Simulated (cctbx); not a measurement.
**From intensities to atoms**

Cell a = 8.0630 Å, b = 8.0630 Å, c = 7.7530 Å, α = 90.00°, β = 90.00°, γ = 120.00°; space group P6_3/mmc (no. 194); content Ru8 Nb18 Ni2.

The data are simulated with cctbx, not measured: synchrotron X-rays, λ = 0.4959 Å, to d = 0.84 Å, 70 % of the full sphere, strongest reflection 20000 counts, noise from counting, a 3 % proportional error and a noise floor of 15 counts (s.d.); no absorption, and some extinction, which the refinements don't model.

Charge flipping in P1 on normalised amplitudes to 0.84 Å, δ = 1.1 σ, 20 % of the reflections treated as weak, 100 cycles:

```text
cycle      R  skewness
    0  0.603     0.40
    8  0.489     1.87
   16  0.327     3.40
   24  0.235     3.19
   32  0.221     3.09
   40  0.238     3.08
   48  0.231     3.00
   56  0.239     3.08
   64  0.240     3.02
   72  0.236     3.04
   80  0.229     3.05
   88  0.229     2.97
   96  0.228     2.97
origin shift          correlation  skewness
 0.637  0.469  0.385      0.892      3.46
 0.626  0.446  0.056      0.900      2.42
 0.457  0.072  0.104      0.889      2.29
 0.166  0.163  0.105      0.869      0.52
taken: symmetry correlation 0.892, skewness 3.46
peak      x       y       z  mult  height/sigma
Q1    0.0000  0.0000  0.0000    2      9.8
Q2    0.1123  0.2245  0.2500    6      9.1
Q3    0.2005  0.4010  0.5546   12      8.7
Q4    0.0900  0.5450  0.2500    6      6.9
Q5    0.3333  0.6667  0.7500    2      3.7
Q6    0.1404  0.2808  0.6568   12      1.8
Q7    0.0046  0.5023  0.0640   12      1.7
Q8    0.2304  0.4607  0.7500    6      1.2
Q9    0.1862  0.3723  0.2500    6      1.2
Q10   0.3333  0.6667  0.1750    4      1.1
```

The origin is taken among those within 0.04 of the best correlation, by the skewness of the map.

Run time: 0.69 s on 1 thread of Arm Neoverse V2 (shared host), peak memory 0.08 GiB.

Q: Assign the peaks.

Heights go roughly as Z and multiplicities must add up to the content. First model: Q1 = Ru1 (2 in the cell, height 9.8), Q2 = Ru2 (6 in the cell, height 9.1), Q3 = Nb1 (12 in the cell, height 8.7), Q4 = Nb2 (6 in the cell, height 6.9) and Q5 = Ni1 (2 in the cell, height 3.7). Against the true structure, Q1 is Ru, Q2 is Ru, Q3 is Nb, Q4 is Nb and Q5 is Ni; the other peaks are not atoms.

Least squares on F², isotropic:

```text
Rint 0.034, 172 unique reflections to 0.84 A
cycle     R1     wR2    GooF  max shift (A)
   1  0.1288  0.2739  14.417   0.05006
   2  0.0217  0.0480   2.526   0.00000
final R1 0.0217 wR2 0.0480 GooF 2.526  parameters 9  data/parameter 19.1
atom        x        y        z      Ueq    occ   su(xyz)  su(Uiso or U11)
Ru1    0.00000  0.00000  0.00000   0.0175  1.000  0.00000  0.0005
Ru2    0.10920  0.21840  0.25000   0.0172  1.000  0.00016  0.0003
Nb1    0.19849  0.39699  0.55957   0.0172  1.000  0.00013  0.0003
Nb2    0.08283  0.54142  0.25000   0.0156  1.000  0.00017  0.0003
Ni1    0.33333  0.66667  0.75000   0.0162  1.000  0.00000  0.0007
difference map: max 1.91 min -1.56 rms 0.29
Q1    0.1736  0.3472  0.6174   12    1.96  0.57 A from Nb1
Q2    0.2148  0.4296  0.0027   12    1.89  0.53 A from Nb1
Q3    0.1056  0.2112  0.1816   12    1.41  0.53 A from Ru2
Q4    0.2481  0.6241  0.7500    6    0.82  0.60 A from Ni1
Q5    0.0406  0.2333  0.7021   24    0.77  1.18 A from Ru2
```

Anisotropic refinement:

```text
Rint 0.034, 172 unique reflections to 0.84 A
cycle     R1     wR2    GooF  max shift (A)
   1  0.0217  0.0480   2.599   0.00059
   2  0.0098  0.0181   0.981   0.00000
final R1 0.0098 wR2 0.0181 GooF 0.981  parameters 18  data/parameter 9.6
atom        x        y        z      Ueq    occ   su(xyz)  su(Uiso or U11)
Ru1    0.00000  0.00000  0.00000   0.0175  1.000  0.00000  0.0003
Ru2    0.10920  0.21839  0.25000   0.0171  1.000  0.00006  0.0002
Nb1    0.19853  0.39707  0.55954   0.0172  1.000  0.00005  0.0001
Nb2    0.08288  0.54144  0.25000   0.0154  1.000  0.00007  0.0003
Ni1    0.33333  0.66667  0.75000   0.0164  1.000  0.00000  0.0004
difference map: max 0.52 min -1.27 rms 0.16
Q1    0.0507  0.2481  0.7500   12    0.52  1.21 A from Ru2
Q2    0.1770  0.4535  0.0916   24    0.48  1.30 A from Nb1
Q3    0.0508  0.1017  0.5442   12    0.48  0.79 A from Ru1
Q4    0.0959  0.3624  0.0449   24    0.45  1.09 A from Nb1
Q5    0.0195  0.4111  0.1828   24    0.40  1.05 A from Nb2
Q6    0.1483  0.2965  0.1496   12    0.39  0.95 A from Ru2
```

**Reading.** The refinement ends at R1 = 0.0098, wR2 = 0.0181, GooF = 0.98, with difference density between -1.27 and 0.52 e/Å³. Every site matches the true model in element, within 0.001 Å r.m.s., up to an allowed shift of origin.

True model:

| atom | mult. | x | y | z | Ueq (Å²) |
| --- | --- | --- | --- | --- | --- |
| Ru1 | 2 | 0 | 0 | 1/2 | 0.0179 |
| Ru2 | 6 | 0.8908 | 0.1092 | 1/4 | 0.0174 |
| Nb1 | 6 | 0.5415 | 0.4585 | 1/4 | 0.0157 |
| Nb2 | 12 | 0.8014 | 0.1986 | 0.5595 | 0.0175 |
| Ni1 | 2 | 1/3 | 2/3 | 1/4 | 0.0169 |

The model was made for the exercise: a known structure type with other elements put in, its volume estimated, not relaxed; displacement parameters are assumed.

[Middle refinement cycles are left out of these outputs.]

[Logs are printed without paths, hosts, clocks, repeated set-up lines and the standing remarks that a program may print on its own settings, such as how far it seeks lower states.]
